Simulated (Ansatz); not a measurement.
# Glassy 65SiO2-10Al2O3-25Li2O (mol %) (128 atoms): where an added charge goes, part 2 of 4

Aim: add and remove one electron in glassy 65SiO2-10Al2O3-25Li2O (mol %) (128 atoms), with atoms held and relaxed, and read trapping energy and localisation.

Ansatz 0.2.0; Kohn-Sham DFT, PBE, PAW (set soft_2), plane waves.

The cell: 26 Si, 8 Al, 20 Li and 74 O. The quench rate of 100 K/ps is many orders above laboratory rates. The network of bonds at the start is that of the classical potential that made the cell. Only the Γ point is sampled, in a cell whose shortest periodic width is 12 Å.

So far. Step 2 (Single point at the start): The r.m.s. force at the start is 1.3 eV/Å. Step 3 (Relaxation): The relaxation converged after 40 steps, 11.1 eV below its start, with a largest force component of 0.050 eV/Å.

## 4. Single point at the relaxed geometry

The electronic structure is read at the final geometry, in a run of its own.

Contents of input.yaml:

```yaml
crystal:
  lattice:
    - [11.51499, 0.0, 0.0]
    - [0.0, 11.51499, 0.0]
    - [0.0, 0.0, 11.51499]
  atoms:
    - { symbol: Si, position: [0.14226, 0.97451, 0.37771] }
    - { symbol: Si, position: [0.80961, 0.65094, 0.4051] }
    - { symbol: Si, position: [0.90245, 0.69466, 0.71944] }
    - { symbol: Si, position: [0.37343, 0.78996, 0.71637] }
    - { symbol: Si, position: [0.79492, 0.13811, 0.09172] }
    - { symbol: Si, position: [0.5287, 0.43305, 0.15867] }
    [... 116 atom lines left out ...]
    - { symbol: O, position: [0.84859, 0.35458, 0.59288] }
    - { symbol: O, position: [0.77291, 0.73258, 0.68628] }
    - { symbol: O, position: [0.44755, 0.48194, 0.26813] }
    - { symbol: O, position: [0.94491, 0.7112, 0.85119] }
    - { symbol: O, position: [0.3484, 0.2435, 0.25224] }
    - { symbol: O, position: [0.4431, 0.33383, 0.46548] }
kpoints:
  mp_grid: { grid: [1, 1, 1] }
hamiltonian:
  xc: pbe
scf:
  occupations: { method: fixed }
output:
  forces: true
  stress: true
  populations: true
  dos:
    method: { smearing: { sigma: 0.15 } }
    de: 0.1
    projected: { site_lists: { Al: [Al], Li: [Li], O: [O], Si: [Si] } }
  eigenvalues: true
  write_density: true
  write_potential: true
  volumetric_format: npy
```

Launch:

```sh
> ansatz run input.yaml --threads 4 --pin off --max-ram 8192MiB --backend cpu --events-out ev --progress --plain --runs-dir out
```

Numbers of over 12 decimals in the logs are rounded to 6 here.

Output:

```text
[...]
Crystal: 128 atoms, lattice volume = 1526.830 Å³
Basis set: ecut = 420 eV, 29855 PW (Γ), exchange–correlation on 160×160×160 points (8 copies of the dense FFT grid, shifted against one another)
Bands: 444, of which v1, the nominal top of the filled ones, is band 316 counted from 1 (315 counted from 0)
Symmetry: 1 space group operations
[...]
k-points: 1
[...]
SCF iter   1: F=—  HF=-67066.055159 eV  |F-HF|=—  |Δ(HF+E_count)|=         —  Δρ=1.85e-3  dr2=7.73e-2  ethr=1.77e-3  ⟨swp⟩=4.0  Hψ=1717  notcnv=0  defer=121
[...]
SCF iter   9: F=-67066.060478 eV  HF=-67066.060478 eV  |F-HF|=1.33e-8  |Δ(HF+E_count)|=   6.34e-8  Δρ=1.46e-6  dr2=3.17e-8  ethr=1.58e-11  ⟨swp⟩=19.0  Hψ=4075  notcnv=0
SCF 1 converged in 9 iterations: F = -67066.060478 eV  dr2 = 3.17e-8
[...]
SCF converged after 9 iterations
Free energy (F): -67066.060478 eV
[...]
Internal energy: -67066.060478 eV  (E = F + TS)
E sigma→0 (E₀):  -67066.060478 eV
Fermi energy:    3.566027 eV
[...]
--- Forces (eV/Å), atoms counted from 1 ---
  atom   1  Si     0.00273963    -0.00493230     0.00136335
  atom   2  Si     0.00049655    -0.00723063     0.00466373
  atom   3  Si     0.01947181    -0.00199763    -0.00637341
  atom   4  Si    -0.00190276    -0.00444470    -0.00618381
  atom   5  Si    -0.00280810    -0.00776945    -0.00095341
  atom   6  Si    -0.01059466    -0.00064804     0.00288454
  atom   7  Si    -0.00215009     0.00944437    -0.00627869
  atom   8  Si    -0.00727022     0.00335455     0.00566032
  atom   9  Si     0.00729161    -0.00039372     0.00623274
  atom  10  Si     0.00226747     0.00418585     0.00238229
  atom  11  Si     0.00280159     0.00255982     0.01131901
  atom  12  Si     0.00325428     0.01321039    -0.00537234
  atom  13  Si     0.00403066    -0.01149708     0.00123439
  atom  14  Si    -0.00671409    -0.00006887     0.01448924
[...]
atom 127  O     -0.00684825     0.05024309     0.02111963
  atom 128  O     -0.00187569     0.00655388    -0.01196839
  max |Σ_I F_I| component: 7.71e-5 eV/Å
--- Stress (GPa, compression-positive) ---
        0.909818       1.036255      -0.734680
        1.036252       3.183587       0.663089
       -0.734681       0.663096       1.657335
  P = ⅓ Tr σ = 1.9169 GPa (19.169 kbar)
--- Band table (eV) ---
[...]
--- Löwdin populations: 128 sites ---
  site symbol       q [e]
     0     Si      2.3174
     1     Si      2.2613
     2     Si      2.4035
[...]
127      O      6.8477
  spilling = 0.011975 (of n_electrons = 632.000000)
```

Elapsed: 16 s, on 4 threads of Intel Xeon Platinum 8488C (Sapphire Rapids), shared host; peak memory 2.2 GiB; 62 s of CPU time.

Read from the output:

```yaml
free_energy: -67066.0605 eV
free_energy_per_atom: -523.9536 eV/atom
scf_cycles: 9
pressure: 1.917 GPa
r_m_s_force_component: 0.00699 eV/Å
longest_force: 0.05493 eV/Å
fermi_energy: 3.566 eV
spacing_of_highest_filled_and_lowest_empty_level: 4.035 eV
spilling_of_the_projection: 0.01197
```

Löwdin charges by element and coordination (they lack the spilled electrons, 0.059 e an atom on average):

```tsv
element	coordination	atoms	mean charge (e)	spread	least	most
Al	all	8	1.29	0.0484	1.19	1.34
Li	all	20	0.808	0.0137	0.785	0.83
Li	3	8	0.811	0.0137	0.789	0.829
Li	4	11	0.806	0.014	0.785	0.83
Li	5	1	0.811	0	0.811	0.811
O	all	74	-0.857	0.0854	-1.12	-0.753
O	2	28	-0.795	0.0242	-0.852	-0.760
O	3	31	-0.856	0.0558	-0.990	-0.753
O	4	15	-0.975	0.0857	-1.12	-0.822
Si	all	26	1.71	0.0452	1.60	1.78
```

Density of states as counts of states in windows of 1 eV (from the Fermi level), total and the larger projections:

```tsv
from (eV)	to (eV)	total	O p	Si p
-14	-11	0.0	0.0	0.0
-11	-10	1.9	1.3	0.1
-10	-9	10.5	7.0	0.5
-9	-8	13.9	9.5	1.0
-8	-7	19.2	13.8	2.2
-7	-6	31.9	24.2	4.9
-6	-5	38.2	29.5	4.7
-5	-4	52.9	43.2	4.4
-4	-3	74.6	66.0	3.0
-3	-2	87.3	81.1	1.8
-2	-1	81.0	77.0	1.1
-1	0	31.1	29.7	0.2
0	1	1.6	1.5	0.0
1	3	0.0	0.0	0.0
3	4	0.8	0.0	0.0
4	5	1.2	0.0	0.0
```

With fixed occupations the program's Fermi level is the highest filled level; weight inside the gap is the broadening of levels at its edges.

Between -26 and -14 eV lie 148 more states.

The stored curve holds about 592 of the 632 electrons; the rest, give or take the few that broadening carries across the Fermi level, lie in deeper levels below its range.

The levels nearest the highest filled one (over half full), pooled over k-points and spins:

```tsv
level less the highest filled one (eV)	occupation
-0.450	2
-0.381	2
-0.330	2
-0.283	2
-0.0382	2
0	2
4.03	0
5.39	0
5.54	0
5.58	0
5.67	0
5.71	0
```

Valence density in the bc plane at fractional x = 0.169, with atoms of Si and Al and Li and O within 0.2 Å of it. It is the smooth field of the valence electrons, not physical close to the nuclei.

Values in e/Å³, 13 rows by 16 columns, each cell a mean:
```
0.2 0.3 0.5 0.7 0.2 0.1 0.4 0.5 0.3 0.2 0.1 0.0 0.0 0.0 0.0 0.0
0.3 0.3 0.3 0.4 0.1 0.0 0.1 0.4 1.4 0.7 0.1 0.0 0.0 0.0 0.0 0.1
0.4 0.2 0.1 0.1 0.1 0.1 0.0 0.2 0.8 0.5 0.1 0.2 0.1 0.3 0.3 0.2
0.8 0.5 0.1 0.2 0.7 0.6 0.1 0.1 0.1 0.0 0.0 0.0 0.1 0.3 0.3 0.3
4.1 3.4 0.4 0.2 0.7 0.5 0.2 0.6 0.5 0.1 0.0 0.0 0.0 0.0 0.1 0.4
0.8 0.8 0.2 0.2 0.2 0.1 0.2 1.3 1.1 0.2 0.3 0.3 0.1 0.0 0.0 0.1
0.1 0.1 0.2 2.2 2.7 0.3 1.1 0.5 0.2 0.3 3.5 3.4 0.3 0.1 0.2 0.1
0.4 0.1 0.2 2.2 2.7 0.3 0.6 0.4 0.1 0.2 1.3 1.3 0.1 0.1 0.3 0.3
0.3 0.1 0.1 0.2 0.2 0.1 0.6 1.4 0.3 1.7 1.4 0.0 0.0 0.1 0.4 0.5
0.2 0.0 0.0 0.2 0.2 0.1 0.2 0.5 0.2 1.1 0.9 0.0 0.0 0.4 3.6 2.4
0.2 0.1 0.1 0.2 0.2 0.1 0.1 0.2 0.1 0.1 0.1 0.0 0.0 0.2 1.4 1.1
2.5 2.5 0.2 0.0 0.1 0.3 1.4 0.8 0.1 0.0 0.0 0.0 0.2 0.5 0.3 0.4
2.3 2.5 0.4 0.1 0.1 0.5 4.0 2.4 0.3 0.1 0.0 0.0 0.2 0.6 0.2 0.2
```
Columns run along b (11.5 Å), rows up along c (11.5 Å). Atoms in or near the plane, at fractional coordinates: Si at (0.97, 0.76), Al at (0.20, 0.60), Li at (0.61, 0.30), O at (0.42, 0.05), O at (0.25, 0.45), O at (0.05, 0.64), O at (0.05, 0.07), O at (0.68, 0.47), O at (0.92, 0.24).

Electrostatic potential energy in the bc plane at fractional x = 0.169, with atoms of Si and Al and Li and O within 0.2 Å of it. With pseudopotentials it is smooth inside the atoms' cores, unlike the true potential.

Ten even steps from '_' (-40 eV) to '@' (10 eV), each cell a mean:
```
@@%%++..__..**%%@@@@@@@@@@##++....==##@@@@@@@@@@@@@@@@@@@@@@@@@@
@@%%**::__::**%%@@@@@@@@@@##==____--##@@@@@@@@@@@@@@@@@@@@@@@@@@
@@%%%%##**##%%@@@@@@@@@@@@%%##++==++%%@@@@@@@@@@@@@@@@@@@@@@@@@@
##%%%%@@@@@@@@@@@@@@@@@@@@@@@@%%**==**@@@@%%####%%@@@@@@@@%%####
::**%%@@@@@@@@@@@@@@@@@@@@@@@@@@%%%%%%@@@@%%####%%@@@@@@%%**::..
__==%%@@@@@@@@@@@@@@@@@@@@@@@@@@@@@@@@@@@@@@%%%%@@@@@@@@##--____
..++%%@@@@@@@@@@@@%%%%@@@@@@@@@@@@@@@@@@@@@@@@@@@@@@@@@@%%==____
==..--##%%########**##@@@@@@@@@@@@@@@@@@@@@@@@@@@@@@@@@@@@%%****
::____==**++******%%@@@@@@@@@@%%%%@@@@@@@@@@@@@@@@@@@@@@@@@@@@%%
##--==******##**++%%@@@@@@@@##==++%%@@@@@@@@@@@@@@@@@@@@@@@@@@@@
@@@@@@%%##++**++**%%@@@@@@@@%%**##@@@@%%%%%%%%@@@@@@@@@@@@@@@@@@
@@@@@@@@%%####++++%%@@@@######@@@@@@@@%%**::::**@@@@@@@@@@@@@@@@
%%@@@@@@@@@@++____--%%%%++--++%%@@@@@@%%--____--%%@@@@@@@@@@%%%%
==##@@@@@@@@**..__--%%%%**++**%%@@@@@@@@##--==##@@@@@@@@%%##==::
__++%%@@@@@@%%####%%@@@@@@@@@@@@@@@@@@%%%%@@@@@@@@@@@@@@%%==____
..**%%@@@@@@%%%%%%@@@@@@@@%%**##@@@@##++++##@@@@@@@@@@@@%%++..__
##%%@@@@@@@@@@%%@@@@@@@@@@%%**##@@%%++::::**%%@@@@@@@@@@%%**++**
@@@@@@@@@@@@@@@@@@@@@@@@@@@@@@@@@@@@##++++%%@@@@@@@@@@%%--__..**
@@@@@@@@@@@@@@@@@@@@@@@@@@@@%%%%%%@@@@@@@@@@@@@@@@@@@@%%--__..**
%%@@@@@@@@@@@@@@@@%%%%%%@@@@%%##%%@@@@@@@@@@@@@@@@@@@@@@%%****##
######@@@@@@@@@@%%%%%%@@@@@@@@@@@@@@@@@@@@@@@@@@@@@@@@@@%%##**##
==....++@@@@@@@@@@@@@@@@##++**@@@@@@@@@@@@@@@@@@@@@@%%%%%%%%####
==____--%%%%%%@@@@@@@@%%::__..##@@@@@@@@@@@@@@@@@@@@%%%%@@@@@@%%
%%**++++==++##%%@@@@@@@@==..::**##%%@@@@@@@@@@@@@@@@@@@@@@@@@@@@
```
Columns run along b (11.5 Å; values clipped at the 3rd and 97th percentile), rows up along c (11.5 Å). Atoms in or near the plane, at fractional coordinates: Si at (0.97, 0.76), Al at (0.20, 0.60), Li at (0.61, 0.30), O at (0.42, 0.05), O at (0.25, 0.45), O at (0.05, 0.64), O at (0.05, 0.07), O at (0.68, 0.47), O at (0.92, 0.24).

Filled and empty levels are parted by 4.03 eV (at Γ alone); a semilocal functional tends to put such gaps too low. In a disordered cell it changes from sample to sample, and tail or defect levels can set it. Mean Löwdin charges: Al +1.29, Li +0.81, O -0.86, Si +1.71 e (they miss 1.2 % of the electrons, so they add up to more than the cell's charge).

## 5. An extra electron, atoms held

The electron count changes by one with the atoms held: a vertical process, on a uniform background, with spin and a narrow Fermi–Dirac smearing. Its energy against the neutral cell hangs on the program's zero of potential.

Contents of input.yaml:

```yaml
crystal:
  lattice:
    - [11.51499, 0.0, 0.0]
    - [0.0, 11.51499, 0.0]
    - [0.0, 0.0, 11.51499]
  atoms:
    [... the 128 atom lines of step 4 ...]
total_charge: -1
kpoints:
  mp_grid: { grid: [1, 1, 1] }
hamiltonian:
  xc: pbe
scf:
  occupations: { method: fermi_dirac, width: 0.01 }
  lower_state_search: "off"
output:
  forces: true
  stress: true
  populations: intrinsic
  dos:
    method: { smearing: { sigma: 0.1 } }
    de: 0.1
    projected: { site_lists: { Al: [Al], Li: [Li], O: [O], Si: [Si] } }
  eigenvalues: true
  write_density: true
  write_potential: true
  volumetric_format: npy
magnetization:
  spin_polarized: true
  initial_magnetization: 1
```

Output:

```text
[...]
Crystal: 128 atoms, lattice volume = 1526.830 Å³
Basis set: ecut = 420 eV, 29855 PW (Γ), exchange–correlation on 160×160×160 points (8 copies of the dense FFT grid, shifted against one another)
Bands: 445, of which v1, the nominal top of the filled ones, is band 317 counted from 1 (316 counted from 0)
Symmetry: 1 space group operations
[...]
k-points: 1
[...]
Starting moments: Σ|m| = 1 μB on 128 of 128 sites
[...]
SCF iter   1: F=—  HF=-67128.272024 eV  |F-HF|=—  |Δ(HF+E_count)|=         —  Δρ=5.74e-2 (↑5.68e-2 ↓5.74e-2)  dr2=2.30e2  dr2_m=1.36e-2  M=1.000 μB ∫|m|=1.004 μB  β_m=1.00  ethr=3.10e-3  ⟨swp⟩=6.0  Hψ=3960  notcnv=0  defer=96
[...]
spin=Collinear: Resta preconditioning applied to the charge; magnetization (m = ρ↑ − ρ↓) channel mixes plain (no charge-response kernel on spin).
SCF iter   2: F=—  HF=-67076.687876 eV  |F-HF|=—  |Δ(HF+E_count)|=         —  Δρ=2.71e-2 (↑2.70e-2 ↓2.71e-2)  dr2=6.49e1  dr2_m=1.22e-3  M=0.997 μB ∫|m|=1.042 μB  β_m=0.30  ethr=3.10e-3  ⟨swp⟩=3.0  Hψ=1640  notcnv=0  defer=242
[...]
SCF iter  11: F=—  HF=-67058.490452 eV  |F-HF|=—  |Δ(HF+E_count)|=   5.33e-4  Δρ=1.09e-4 (↑1.09e-4 ↓1.06e-4)  dr2=3.43e-5  dr2_m=1.55e-4  M=0.312 μB ∫|m|=0.341 μB  β_m=0.30  ethr=2.30e-8  ⟨swp⟩=3.0  Hψ=1106  notcnv=0  defer=244
[...]
spin-set hold released at iteration 11 (site moments contracting): the magnetisation degrees of freedom join the quasi-Newton model from the next iteration; the mixer history was flushed
SCF iter  12: F=—  HF=-67058.490634 eV  |F-HF|=—  |Δ(HF+E_count)|=   1.82e-4  Δρ=9.05e-5 (↑9.05e-5 ↓8.68e-5)  dr2=2.07e-5  dr2_m=1.07e-4  M=0.283 μB ∫|m|=0.309 μB  β_m=0.55  ethr=5.42e-9  ⟨swp⟩=2.0  Hψ=1368  notcnv=0  defer=244
[...]
SCF iter  19: F=-67058.491560 eV  HF=-67058.491560 eV  |F-HF|=2.72e-9  |Δ(HF+E_count)|=   6.96e-9  Δρ=1.99e-7 (↑1.95e-7 ↓1.99e-7)  dr2=2.78e-9  dr2_m=1.38e-10  M=0.000 μB ∫|m|=0.000 μB  ethr=3.85e-12  ⟨swp⟩=5.5  Hψ=4591  notcnv=0
WARN: the starting moments were not kept: the SCF closed with an absolute magnetisation of 1.8e-4 μB, where they sum to 1 μB in size (128 sites). That is at most 0.1 of that sum. Measured as dr2_m measures the in/out step, that magnetisation stands 1.2e-10 eV from none, [...]
SCF 1 converged in 19 iterations: F = -67058.491560 eV  dr2 = 2.78e-9
[...]
SCF converged after 19 iterations
Magnetization: 0.0002 μB (316.5001 up, 316.4999 down)
Absolute magnetization: 0.0002 μB (∫|ρ↑−ρ↓|, with the PAW one-centre terms)
[...]
Per-site moments (μB) at R_I (Å): [(6.758393536072584e-8, 0.649356), (9.836333247544464e-8, 0.653853), (1.4628570541347427e-7, 0.660192), (1.6795937668148728e-7, 0.654668), (1.847859331624168e-7, 0.669463), [...]
Free energy (F): -67058.491560 eV
[...]
Internal energy: -67058.477697 eV  (E = F + TS)
E sigma→0 (E₀):  -67058.484629 eV
Entropy (-TS):   -0.013863 eV (-0.108 meV/atom)
Fermi energy:    7.563935 eV
[...]
--- Forces (eV/Å), atoms counted from 1 ---
  atom   1  Si     0.01218023    -0.02394569    -0.01691674
  atom   2  Si    -0.01822843     0.03147198    -0.00513054
  atom   3  Si    -0.03039206     0.04385589    -0.01842767
  atom   4  Si     0.05124079     0.03544914     0.01849449
  atom   5  Si    -0.05622869    -0.07761606    -0.03296326
  atom   6  Si     0.02077686     0.00560656    -0.02000797
  atom   7  Si     0.02727252    -0.01195112    -0.02151528
  atom   8  Si    -0.04174350    -0.02168429    -0.04009134
  atom   9  Si     0.00524231     0.03791229    -0.01941863
  atom  10  Si    -0.02789092    -0.01333453    -0.03573889
  atom  11  Si     0.01624896     0.00851733    -0.02160140
  atom  12  Si     0.01777702     0.03149398     0.00099940
  atom  13  Si    -0.02070353    -0.01063653     0.01249668
  atom  14  Si     0.01815353    -0.02014502     0.00910604
[...]
atom 127  O     -0.03507235     0.04347725     0.00221055
  atom 128  O      0.00499986     0.03577469    -0.02912101
  max |Σ_I F_I| component: 2.65e-5 eV/Å
--- Stress (GPa, compression-positive) ---
        1.129851       1.025138      -0.712335
        1.025135       3.322966       0.640708
       -0.712336       0.640716       1.842801
  P = ⅓ Tr σ = 2.0985 GPa (20.985 kbar)
--- Band table (eV) ---
[...]
--- intrinsic populations: 128 sites ---
  site symbol       q [e]    m [muB]
     0     Si      2.3374     0.0000
     1     Si      2.2832     0.0000
     2     Si      2.4233     0.0000
[...]
127      O      6.9384     0.0000
  spilling = 0.000000 (of n_electrons = 633.000000)
```

Wall time 55 s (4 threads); peak memory 3.7 GiB; 3.6 min of CPU time.

The program notes that starting moments were not kept.

An extra electron, atoms held: the energy stands 7.57 eV above that of the reference. An odd electron should give 1 μB; this run ended with the carrier shared between both spins.

The levels nearest the highest filled one (over half full), pooled over k-points and spins:

```tsv
level less the highest filled one (eV)	occupation
-4.04	1
-4.04	1
0	0.5
0	0.5
1.36	0
1.36	0
1.51	0
1.51	0
```

## 6. An extra electron, atoms relaxed

The atoms now respond to the charge; the energy gained comes from screening by the atoms, from trapping if the charge localises, and from any strain left in the reference.

input.yaml, the sections that differ from step 5:

```yaml
output:
  forces: true
relax:
  f_tol: 0.05
  max_steps: 90
# crystal, total_charge, kpoints, hamiltonian, scf, magnetization: as in step 5
```

Output:

```text
[...]
Crystal: 128 atoms, lattice volume = 1526.830 Å³
Basis set: ecut = 420 eV, 29855 PW (Γ), exchange–correlation on 160×160×160 points (8 copies of the dense FFT grid, shifted against one another)
Bands: 445, of which v1, the nominal top of the filled ones, is band 317 counted from 1 (316 counted from 0)
Symmetry: 1 space group operations
[...]
k-points: 1
[...]
Starting moments: Σ|m| = 1 μB on 128 of 128 sites
[...]
SCF iter   1: F=—  HF=-67128.272022 eV  |F-HF|=—  |Δ(HF+E_count)|=         —  Δρ=5.74e-2 (↑5.68e-2 ↓5.74e-2)  dr2=2.30e2  dr2_m=1.36e-2  M=1.000 μB ∫|m|=1.004 μB  β_m=1.00  ethr=3.10e-3  ⟨swp⟩=6.0  Hψ=3960  notcnv=0  defer=96
[...]
SCF iter   2: F=—  HF=-67076.687874 eV  |F-HF|=—  |Δ(HF+E_count)|=         —  Δρ=2.71e-2 (↑2.70e-2 ↓2.71e-2)  dr2=6.49e1  dr2_m=1.22e-3  M=0.997 μB ∫|m|=1.042 μB  β_m=0.30  ethr=3.10e-3  ⟨swp⟩=3.0  Hψ=1640  notcnv=0  defer=242
[...]
SCF iter  11: F=—  HF=-67058.490702 eV  |F-HF|=—  |Δ(HF+E_count)|=   5.31e-4  Δρ=1.09e-4 (↑1.09e-4 ↓1.06e-4)  dr2=3.35e-5  dr2_m=1.56e-4  M=0.312 μB ∫|m|=0.341 μB  β_m=0.30  ethr=2.32e-8  ⟨swp⟩=3.0  Hψ=1106  notcnv=0  defer=244
[...]
SCF iter  16: F=-67058.491559 eV  HF=-67058.491560 eV  |F-HF|=3.33e-7  |Δ(HF+E_count)|=   2.90e-6  Δρ=5.02e-6 (↑5.02e-6 ↓4.59e-6)  dr2=7.50e-7  dr2_m=9.57e-8  M=0.010 μB ∫|m|=0.011 μB  ethr=1.72e-10  ⟨swp⟩=1.0  Hψ=2392  notcnv=0
[...]
SCF 1 converged in 16 iterations: F = -67058.491559 eV  dr2 = 7.50e-7
[...]
relax step   1: F+E_penalty+E_count = -67058.49155943 eV  Δ(F+E_penalty+E_count) = +0.000e0 eV  max|allowed force component| = 9.023e-2 eV/Å  Δτ_max = 0.0000 Å  (16 SCF iters, dr2 threshold 6.25e-5 eV, accepted)
[...]
relax step   2: F+E_penalty+E_count = -67058.49614190 eV  Δ(F+E_penalty+E_count) = -4.582e-3 eV  max|allowed force component| = 6.075e-2 eV/Å  Δτ_max = 0.0057 Å  (10 SCF iters, accepted)
[...]
relax step   3: F+E_penalty+E_count = -67058.49988004 eV  Δ(F+E_penalty+E_count) = -3.738e-3 eV  max|allowed force component| = 2.093e-2 eV/Å  Δτ_max = 0.0094 Å  (12 SCF iters, accepted)
SCF converged after 12 iterations
Magnetization: 0.0000 μB (316.5000 up, 316.5000 down)
Absolute magnetization: 0.0000 μB (∫|ρ↑−ρ↓|, with the PAW one-centre terms)
[...]
Per-site moments (μB) at R_I (Å): [(1.5398960608907683e-9, 0.649476), (2.2086426901849805e-9, 0.654223), (2.9295746325420286e-9, 0.660332), (3.3277649650739266e-9, 0.654961), (3.818568759981393e-9, 0.669989), [...]
Free energy (F): -67058.499880 eV
[...]
Internal energy: -67058.486017 eV  (E = F + TS)
E sigma→0 (E₀):  -67058.492949 eV
Entropy (-TS):   -0.013863 eV (-0.108 meV/atom)
Fermi energy:    7.548799 eV
[...]
Σ components = -67058.499880   (vs F -67058.499880, Δ=0.00e0)
--- Forces (eV/Å), atoms counted from 1 ---
  atom   1  Si    -0.00012233     0.00100241    -0.00930397
  atom   2  Si     0.00183071    -0.00232113     0.00472409
  atom   3  Si     0.00072608    -0.00378707     0.00110885
  atom   4  Si     0.00599914     0.01593082    -0.01017626
[...]
atom 128  O     -0.00074302    -0.00558007     0.00993051
  max |Σ_I F_I| component: 1.26e-4 eV/Å
--- Relaxed structure (3 steps of the walk, 3 accepted, 0 SCFs on fresh bases) ---
  F+E_penalty+E_count = -67058.49988004 eV   max|allowed force component| = 2.093e-2 eV/Å
  atoms:
    - { symbol: Si, position: [0.142450, 0.974439, 0.377512] }
    - { symbol: Si, position: [0.809755, 0.650903, 0.405188] }
    - { symbol: Si, position: [0.902407, 0.694836, 0.719437] }
    - { symbol: Si, position: [0.373198, 0.789753, 0.716791] }
[...]
- { symbol: O, position: [0.442911, 0.333730, 0.465062] }
```

The job ended after 71 s (4 threads; peak memory 3.6 GiB; 4.6 min of CPU time).

The relaxation converged after 3 steps, 0.00832 eV below its start, with a largest force component of 0.021 eV/Å.

An extra electron, atoms relaxed: the energy stands 7.56 eV above that of the reference. An odd electron should give 1 μB; this run ended with the carrier shared between both spins.

(Part 2 of 4 ends here.)

[Logs are printed without paths, hosts, clocks, repeated set-up lines and the standing remarks that a program may print on its own settings, such as how far it seeks lower states.]

[Hosts, paths, dates, database ids (printed as entryN), source tags and the programs' standing remarks are cut or masked in the printed files.]
